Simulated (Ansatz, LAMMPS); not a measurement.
# Relaxing amorphous 79SiO2-21P2O5 (mol %) (108 atoms)

Aim: bring amorphous 79SiO2-21P2O5 (mol %) (108 atoms) to a nearby minimum of the energy and see what moves.

Calculated with Ansatz 0.2.0; Kohn-Sham DFT, PBE, PAW (set soft_2), plane waves.

This is a report of a sequence of runs, with the program logs left out and the cost of each run kept.

**1. The structure**

The cell holds 108 atoms: 22 Si, 12 P and 74 O. Cell: a = 11.664 Å, b = 11.664 Å, c = 11.664 Å, α = 90.0°, β = 90.0°, γ = 90.0°. 108 atoms (22 Si, 12 P, 74 O) placed at random at 2.27 g/cm³, melted at 5000 K for 10 ps at fixed volume with the Morse and Coulomb pair potential with partial charges (Pedone, Malavasi, Menziani, Cormack and Segre, J. Phys. Chem. B 110, 11780 (2006)). Quenched from 5000 K to 300 K at 50 K/ps and fixed volume, held 5 ps, then minimised at fixed cell.

What the set-up can't give: The quench rate of 50 K/ps is orders of magnitude faster than experiment, which tends to freeze in extra defects. The network of bonds at the start is that of the classical potential that made the cell. Only the Γ point is sampled, in a cell whose shortest periodic width is 12 Å.

**2. The classical run that made the cell**

A classical potential makes the cell, at a small fraction of what the same run would cost in DFT.

This step: classical MD, Morse and Coulomb pair potential with partial charges (Pedone, Malavasi, Menziani, Cormack and Segre, J. Phys. Chem. B 110, 11780 (2006)) (LAMMPS 22 Jul 2025 - Update 4).

Input file in.lmp:

```
# melt-quench of Si22P12O74
units metal
atom_style charge
boundary p p p
region box block 0 11.6641 0 11.6641 0 11.6641
create_box 3 box
mass 1 28.0850   # Si
mass 2 30.9738   # P
mass 3 15.9990   # O
create_atoms 1 random 22 38122 NULL overlap 1.5 maxtry 2000
create_atoms 2 random 12 38129 NULL overlap 1.5 maxtry 2000
create_atoms 3 random 74 38136 NULL overlap 1.5 maxtry 2000
pair_style hybrid/overlay pedone 5.5 coul/long 8.0
pair_coeff * * coul/long
pair_coeff 1 3 pedone 0.340554 2.006700 2.100000 1   # Si-O
pair_coeff 2 3 pedone 0.831326 2.585833 1.800790 1   # P-O
pair_coeff 3 3 pedone 0.042395 1.379316 3.618701 22   # O-O
set type 1 charge 2.4
set type 2 charge 3
set type 3 charge -1.2
kspace_style pppm 1.0e-4
neigh_modify delay 0 every 1 check yes
thermo_style custom step time temp pe press density
thermo_modify norm yes
timestep 0.002
thermo 100
min_style cg
minimize 1e-4 1e-4 200 2000
reset_timestep 0
velocity all create 5000 38123 mom yes dist gaussian
fix lim all nve/limit 0.05
fix lan all langevin 5000 5000 0.2 38124 zero yes
thermo 500
run 1000 post no
# [... 10 lines left out ...]
thermo 1250
fix md all nvt temp 300 300 0.2
run 2500 post no
unfix md
thermo 100
min_style cg
minimize 0 1e-3 2000 20000
write_dump all custom glass.dump id type xs ys zs modify sort id
```

Command:

```bash
lmp -in in.lmp -log none -nocite
```

Elapsed: 30 s, on 1 thread of Arm Neoverse V2, shared host; peak memory 0.071 GiB.

**3. Single point at the start**

A single point comes first, to see the forces before anything moves.

Input file input.yaml:

```yaml
crystal:
  lattice:
    - [11.6641, 0.0, 0.0]
    - [0.0, 11.6641, 0.0]
    - [0.0, 0.0, 11.6641]
  atoms:
    - { symbol: Si, position: [0.33562, 0.21228, 0.41475] }
    - { symbol: Si, position: [0.85009, 0.84312, 0.7703] }
    - { symbol: Si, position: [0.21175, 0.5134, 0.24505] }
    - { symbol: Si, position: [0.35853, 0.95042, 0.44024] }
    - { symbol: Si, position: [0.59953, 0.53579, 0.97697] }
    - { symbol: Si, position: [0.21256, 0.57228, 0.64523] }
    - { symbol: Si, position: [0.88899, 0.22407, 0.2127] }
    - { symbol: Si, position: [0.7478, 0.84063, 0.30784] }
    - { symbol: Si, position: [0.05495, 0.75604, 0.93568] }
    - { symbol: Si, position: [0.33955, 0.15706, 0.83801] }
    - { symbol: Si, position: [0.81402, 0.59165, 0.36002] }
    - { symbol: Si, position: [0.51762, 0.35172, 0.81609] }
    - { symbol: Si, position: [0.6613, 0.46246, 0.53269] }
    - { symbol: Si, position: [0.64782, 0.02247, 0.80351] }
    - { symbol: Si, position: [0.07196, 0.64793, 0.42258] }
    - { symbol: Si, position: [0.48195, 0.05755, 0.02325] }
    - { symbol: Si, position: [0.41399, 0.42368, 0.56863] }
    - { symbol: Si, position: [0.15038, 0.35564, 0.81194] }
    - { symbol: Si, position: [0.4093, 0.94985, 0.69648] }
    - { symbol: Si, position: [0.09092, 0.29662, 0.38215] }
    - { symbol: Si, position: [0.87254, 0.84723, 0.07463] }
    - { symbol: Si, position: [0.06067, 0.49917, 0.01479] }
    - { symbol: P, position: [0.09328, 0.91356, 0.39078] }
    - { symbol: P, position: [0.02693, 0.98756, 0.6323] }
    - { symbol: P, position: [0.74806, 0.08846, 0.39601] }
    - { symbol: P, position: [0.72444, 0.25719, 0.68781] }
    - { symbol: P, position: [0.8136, 0.46406, 0.12494] }
    - { symbol: P, position: [0.90442, 0.1006, 0.97915] }
    - { symbol: P, position: [0.29315, 0.74977, 0.82992] }
    - { symbol: P, position: [0.74419, 0.5997, 0.75747] }
    - { symbol: P, position: [0.49032, 0.86478, 0.21879] }
    - { symbol: P, position: [0.4654, 0.60957, 0.19723] }
    - { symbol: P, position: [0.98071, 0.24815, 0.63428] }
    - { symbol: P, position: [0.44021, 0.27885, 0.17064] }
    - { symbol: O, position: [0.84633, 0.52608, 0.78095] }
    - { symbol: O, position: [0.19341, 0.21141, 0.40719] }
    - { symbol: O, position: [0.75972, 0.95611, 0.38434] }
    - { symbol: O, position: [0.18619, 0.78607, 0.89813] }
    - { symbol: O, position: [0.65477, 0.32645, 0.77664] }
    - { symbol: O, position: [0.004, 0.80258, 0.05413] }
    - { symbol: O, position: [0.78398, 0.72344, 0.73272] }
    - { symbol: O, position: [0.68384, 0.13575, 0.71548] }
    - { symbol: O, position: [0.39232, 0.9077, 0.56509] }
    - { symbol: O, position: [0.65761, 0.59562, 0.8572] }
    - { symbol: O, position: [0.93019, 0.47918, 0.0662] }
    - { symbol: O, position: [0.68641, 0.54849, 0.64858] }
    - { symbol: O, position: [0.05761, 0.78732, 0.40566] }
    - { symbol: O, position: [0.92191, 0.91859, 0.66957] }
    - { symbol: O, position: [0.00974, 0.11865, 0.64028] }
    - { symbol: O, position: [0.58287, 0.03868, 0.92994] }
    - { symbol: O, position: [0.543, 0.96756, 0.72797] }
    - { symbol: O, position: [0.16541, 0.6162, 0.32726] }
    - { symbol: O, position: [0.11703, 0.61123, 0.55036] }
    - { symbol: O, position: [0.52682, 0.43607, 0.91823] }
    - { symbol: O, position: [0.00377, 0.09185, 0.89897] }
    - { symbol: O, position: [0.36492, 0.07509, 0.9496] }
    - { symbol: O, position: [0.35192, 0.07261, 0.72846] }
    - { symbol: O, position: [0.36804, 0.67424, 0.90078] }
    - { symbol: O, position: [0.82053, 0.34317, 0.17655] }
    - { symbol: O, position: [0.80451, 0.15585, 0.91903] }
    - { symbol: O, position: [0.22423, 0.91598, 0.40776] }
    - { symbol: O, position: [0.83538, 0.84921, 0.20574] }
    - { symbol: O, position: [0.87229, 0.97938, 0.02323] }
    - { symbol: O, position: [0.05648, 0.30568, 0.72243] }
    - { symbol: O, position: [0.06122, 0.61919, 0.94858] }
    - { symbol: O, position: [0.68775, 0.32825, 0.58105] }
    - { symbol: O, position: [0.45863, 0.23341, 0.84114] }
    - { symbol: O, position: [0.16339, 0.40639, 0.32978] }
    - { symbol: O, position: [0.95923, 0.8009, 0.84478] }
    - { symbol: O, position: [0.85641, 0.2655, 0.67714] }
    - { symbol: O, position: [0.53024, 0.46172, 0.50959] }
    - { symbol: O, position: [0.5467, 0.60534, 0.29588] }
    - { symbol: O, position: [0.75081, 0.50295, 0.44198] }
    - { symbol: O, position: [0.44149, 0.74504, 0.19134] }
    - { symbol: O, position: [0.52774, 0.58972, 0.08312] }
    - { symbol: O, position: [0.61752, 0.85241, 0.24956] }
    - { symbol: O, position: [0.3668, 0.3095, 0.5073] }
    - { symbol: O, position: [0.48808, 0.16998, 0.10826] }
    [... 24 atom lines left out ...]
    - { symbol: O, position: [0.24833, 0.68093, 0.72505] }
    - { symbol: O, position: [0.78746, 0.76631, 0.01126] }
    - { symbol: O, position: [0.42976, 0.90646, 0.32732] }
    - { symbol: O, position: [0.81618, 0.12973, 0.49695] }
    - { symbol: O, position: [0.01802, 0.29643, 0.51616] }
    - { symbol: O, position: [0.71673, 0.48608, 0.04192] }
kpoints:
  mp_grid: { grid: [1, 1, 1] }
hamiltonian:
  xc: pbe
scf:
  occupations: { method: fermi_dirac, width: 0.025 }
output:
  forces: true
```

Command:

```bash
ansatz run input.yaml --threads 4 --pin off --max-ram 8192MiB --backend cpu --events-out ev --progress --plain --runs-dir out
```

The job ended after 16 s (4 threads of Arm Neoverse V2, shared host; peak memory 2 GiB; 61 s of CPU time).

Read from the output:

| Quantity | Value |
| --- | --- |
| free energy | -65113.0215 eV |
| free energy per atom | -602.8983 eV/atom |
| SCF cycles | 11 |
| r.m.s. force component | 1.159 eV/Å |
| longest force | 4.913 eV/Å |
| Fermi energy | 4.79 eV |

The r.m.s. force component of 1.2 eV/Å sets the starting point.

Neighbours are counted within 2.12 Å (O-Si), 1.98 Å (O-P).

Length of the force by element and coordination:

| element | coordination | atoms | mean length of the force (eV/Å) | spread | least | most |
| --- | --- | --- | --- | --- | --- | --- |
| O | all | 74 | 1.39 | 0.791 | 0.179 | 3.44 |
| O | 1 | 12 | 0.975 | 0.413 | 0.263 | 1.74 |
| O | 2 | 62 | 1.47 | 0.821 | 0.179 | 3.44 |
| P | all | 12 | 3.37 | 1.18 | 1.49 | 4.91 |
| Si | all | 22 | 1.90 | 0.770 | 0.688 | 4.03 |

**4. Cell and atoms relaxed**

Cell and atoms are freed together, to release stress as well as forces.

input.yaml: that of step 3 with these lines changed.

```diff
@@ -15 +15,5 @@
   forces: true
+relax:
+  f_tol: 0.04
+  max_steps: 250
+  cell: {}
```

The job ended after 6.8 min (4 threads; peak memory 2 GiB).

Relaxation path (22 of 27):

| step | energy less that of the first step (eV) | largest force component (eV/Å) | pressure (GPa) | volume (Å³) |
| --- | --- | --- | --- | --- |
| 1 | 0.0000 | 3.9404 | 1.51 | 1586.92 |
| 2 | -2.8432 | 3.0127 | 1.05 | 1572.20 |
| 3 | -6.5122 | 0.9716 | -0.26 | 1547.56 |
| 5 | -7.9926 | 1.4978 | -0.57 | 1510.62 |
| 6 | -8.5406 | 0.8272 | -0.26 | 1508.82 |
| 7 | -8.8786 | 1.2146 | 0.02 | 1507.62 |
| 8 | -9.1384 | 1.2295 | 0.16 | 1508.54 |
| 10 | -9.5604 | 0.3598 | -0.02 | 1519.82 |
| 11 | -9.4098 | 0.7366 | -0.10 | 1528.49 |
| 12 | -9.6216 | 0.1266 | 0.02 | 1522.11 |
| 13 | -9.6542 | 0.1241 | -0.06 | 1523.24 |
| 15 | -9.6628 | 0.7702 | -0.26 | 1519.55 |
| 16 | -9.8080 | 0.3261 | -0.01 | 1521.39 |
| 17 | -9.8482 | 0.2841 | 0.03 | 1520.87 |
| 18 | -9.8233 | 0.2577 | 0.10 | 1522.04 |
| 20 | -9.8675 | 0.1112 | -0.02 | 1525.01 |
| 21 | -9.8708 | 0.0647 | -0.01 | 1524.46 |
| 22 | -9.8753 | 0.0482 | 0.04 | 1523.91 |
| 23 | -9.8750 | 0.0196 | 0.00 | 1524.34 |
| 25 | -9.7902 | 0.0555 | 0.11 | 1520.09 |
| 26 | -9.7877 | 0.0328 | -0.01 | 1521.49 |
| 27* | -9.7805 | 0.0328 | -0.02 | 1521.49 |

Relaxation steps marked * repeat the geometry before them on a plane-wave basis chosen anew for their cell, so energy and pressure can jump there. Other such steps can lie between the rows shown. Relaxation steps 11, 15, 18 were tried and not accepted.

| cell as run | before | after | change |
| --- | --- | --- | --- |
| a (Å) | 11.664 | 11.536 | -1.1 % |
| b (Å) | 11.664 | 11.702 | +0.3 % |
| c (Å) | 11.664 | 11.304 | -3.1 % |
| α (°) | 90.00 | 88.27 | -1.9 % |
| β (°) | 90.00 | 87.33 | -3.0 % |
| γ (°) | 90.00 | 92.98 | +3.3 % |
| volume (Å³/atom) | 14.69 | 14.09 | -4.1 % |

The atoms that moved most (Å, as changes of fractional coordinates times the final cell):

| atom | dx | dy | dz | length |
| --- | --- | --- | --- | --- |
| O90 | 0.884 | -0.654 | 0.033 | 1.100 |
| O61 | 0.222 | -0.001 | 0.858 | 0.886 |
| O47 | 0.227 | -0.078 | 0.737 | 0.775 |
| O104 | 0.220 | 0.343 | -0.630 | 0.751 |
| O80 | -0.045 | 0.401 | -0.610 | 0.731 |
| O93 | -0.259 | -0.555 | -0.377 | 0.719 |
| O43 | 0.579 | 0.386 | 0.163 | 0.715 |
| O49 | -0.654 | -0.048 | -0.162 | 0.675 |

The relaxation changed the energy by -90.6 meV/atom, and atoms moved by 0.38 Å r.m.s., 1.1 Å at most.

**5. Local order after relaxation**

Bonds before and after, by the cutoffs listed below:

| pair | bonds before | bonds after | mean before (Å) | mean after (Å) | spread before (Å) | spread after (Å) |
| --- | --- | --- | --- | --- | --- | --- |
| O-Si | 88 | 91 | 1.626 | 1.650 | 0.040 | 0.061 |
| O-P | 48 | 48 | 1.532 | 1.559 | 0.026 | 0.059 |

Density 2.37 g/cm³, 14.09 Å³ an atom.

g(r), total and by pair (bins of 0.2 Å):

| r (Å) | total | O-O | O-Si | O-P | Si-Si | Si-P | P-P |
| --- | --- | --- | --- | --- | --- | --- | --- |
| 1.40 | 0.43 | 0.00 | 0.00 | 2.82 | 0.00 | 0.00 | 0.00 |
| 1.60 | 4.75 | 0.00 | 11.35 | 10.38 | 0.00 | 0.00 | 0.00 |
| 1.80 | 0.33 | 0.00 | 1.06 | 0.23 | 0.00 | 0.00 | 0.00 |
| 2.00 | 0.03 | 0.00 | 0.10 | 0.00 | 0.00 | 0.00 | 0.00 |
| 2.20 | 0.00 | 0.00 | 0.00 | 0.00 | 0.00 | 0.00 | 0.00 |
| 2.40 | 0.57 | 1.21 | 0.00 | 0.00 | 0.00 | 0.00 | 0.00 |
| 2.60 | 2.15 | 4.58 | 0.00 | 0.00 | 0.00 | 0.00 | 0.00 |
| 2.80 | 0.73 | 1.33 | 0.04 | 0.09 | 0.93 | 0.28 | 2.04 |
| 3.00 | 0.79 | 0.64 | 0.25 | 0.53 | 3.30 | 4.05 | 1.81 |
| 3.20 | 0.84 | 0.63 | 0.47 | 0.73 | 3.69 | 3.23 | 0.00 |
| 3.40 | 0.61 | 0.50 | 0.96 | 0.72 | 0.00 | 0.00 | 0.00 |
| 3.60 | 0.74 | 0.55 | 1.05 | 1.16 | 0.20 | 0.00 | 0.00 |
| 3.80 | 0.96 | 0.73 | 1.42 | 1.36 | 0.00 | 0.17 | 0.57 |
| 4.00 | 1.33 | 0.74 | 2.25 | 1.84 | 0.46 | 0.58 | 1.54 |
| 4.20 | 1.17 | 0.66 | 1.75 | 1.87 | 1.00 | 0.65 | 0.96 |
| 4.40 | 0.92 | 1.06 | 0.94 | 0.82 | 0.26 | 0.36 | 0.88 |
| 4.60 | 0.92 | 1.17 | 0.47 | 0.68 | 1.05 | 1.29 | 2.38 |
| 4.80 | 1.10 | 1.49 | 0.53 | 0.71 | 0.97 | 2.28 | 0.36 |
| 5.00 | 1.29 | 1.65 | 0.89 | 0.79 | 1.30 | 1.66 | 1.34 |
| 5.20 | 1.16 | 1.25 | 0.84 | 1.06 | 1.66 | 2.12 | 1.25 |
| 5.40 | 0.96 | 0.89 | 1.00 | 1.00 | 1.03 | 1.18 | 0.87 |

Bonds by pair of elements; cutoffs follow the first minimum of g(r), held within bounds set by covalent radii, and pairs that aren't listed don't count as bonded:

| pair A-B | cutoff (Å) | bonds | mean length (Å) | spread (Å) | shortest (Å) | B about A | A about B |
| --- | --- | --- | --- | --- | --- | --- | --- |
| O-Si | 2.16 | 91 | 1.65 | 0.061 | 1.58 | 1.23 | 4.14 |
| O-P | 2.08 | 48 | 1.56 | 0.059 | 1.46 | 0.649 | 4 |

How many atoms have how many bonded neighbours:

| element | mean | 1 | 2 | 4 | 5 |
| --- | --- | --- | --- | --- | --- |
| O | 1.88 | 9 | 65 | 0 | 0 |
| P | 4 | 0 | 0 | 12 | 0 |
| Si | 4.14 | 0 | 0 | 19 | 3 |

Bond angles (no mean is given where the spread exceeds 20°):

| angle | count | mean (°) | spread (°) |
| --- | --- | --- | --- |
| O-Si-O | 144 | 109 | 12.2 |
| O-P-O | 72 | 109 | 6.1 |
| P-O-Si | 31 | 142 | 11.9 |
| Si-O-Si | 30 | 146 | 15.9 |
| P-O-P | 4 | 135 | 9.6 |

Oxygen atoms by the number of network formers (Si, P, Ge, B, Al, As, Ga) bound to them:

| network formers bound to O | O atoms | per cent |
| --- | --- | --- |
| 0 | 0 | 0 |
| 1 | 9 | 12.2 |
| 2 | 65 | 87.8 |

Network units: each former by its oxygen neighbours and how many of them bridge to another former:

| former | O neighbours | bridging O | atoms |
| --- | --- | --- | --- |
| Si | 4 | 4 | 19 |
| Si | 5 | 5 | 3 |
| P | 4 | 2 | 1 |
| P | 4 | 3 | 7 |
| P | 4 | 4 | 4 |

Bond length by coordination (bonds to H left out):

| element | coordination | atoms | mean bond length (Å) |
| --- | --- | --- | --- |
| O | 1 | 9 | 1.47 |
| O | 2 | 65 | 1.63 |
| Si | 4 | 19 | 1.63 |
| Si | 5 | 3 | 1.74 |

Rings of the network by King's shortest-path rule, up to 12 atoms, one path for each pair of neighbours; H, halogens, alkali and alkaline-earth atoms are left out:

| ring size (atoms) | rings | per network atom |
| --- | --- | --- |
| 6 | 1 | 0.009 |
| 8 | 3 | 0.028 |
| 10 | 13 | 0.12 |
| 12 | 14 | 0.13 |

First main peaks of g(r), for some of the pairs, lie near 2.6 Å (O-O), 1.6 Å (O-Si), 1.6 Å (O-P), 3.1 Å (Si-Si) and 3.1 Å (Si-P). Counting bonds as in the table, 88 % of O atoms have 2, all P atoms have 4 and 86 % of Si atoms have 4 bonded neighbours. The O-Si-O angle averages 109° with a spread of 12°. 88 % of the oxygens bridge two formers and 12 % are non-bridging. The commonest Si unit has 4 oxygens, 4 of them shared with other formers (19 of 22 atoms). Rings of 12 atoms are the most common (45 % of those counted); sizes run from 6 to 12, where the search stops.

(Part 1 of 2 ends here.)

[Long decimals in the printed logs are rounded to 6 places.]

[Logs are printed without paths, hosts, clocks, repeated set-up lines and the standing remarks that a program may print on its own settings, such as how far it seeks lower states.]

[Hosts, paths, dates, database ids (printed as entryN), source tags and the programs' standing remarks are cut or masked in the printed files.]

[A walk said to have stopped at its limit may instead have ended on an SCF cycle that didn't converge.]
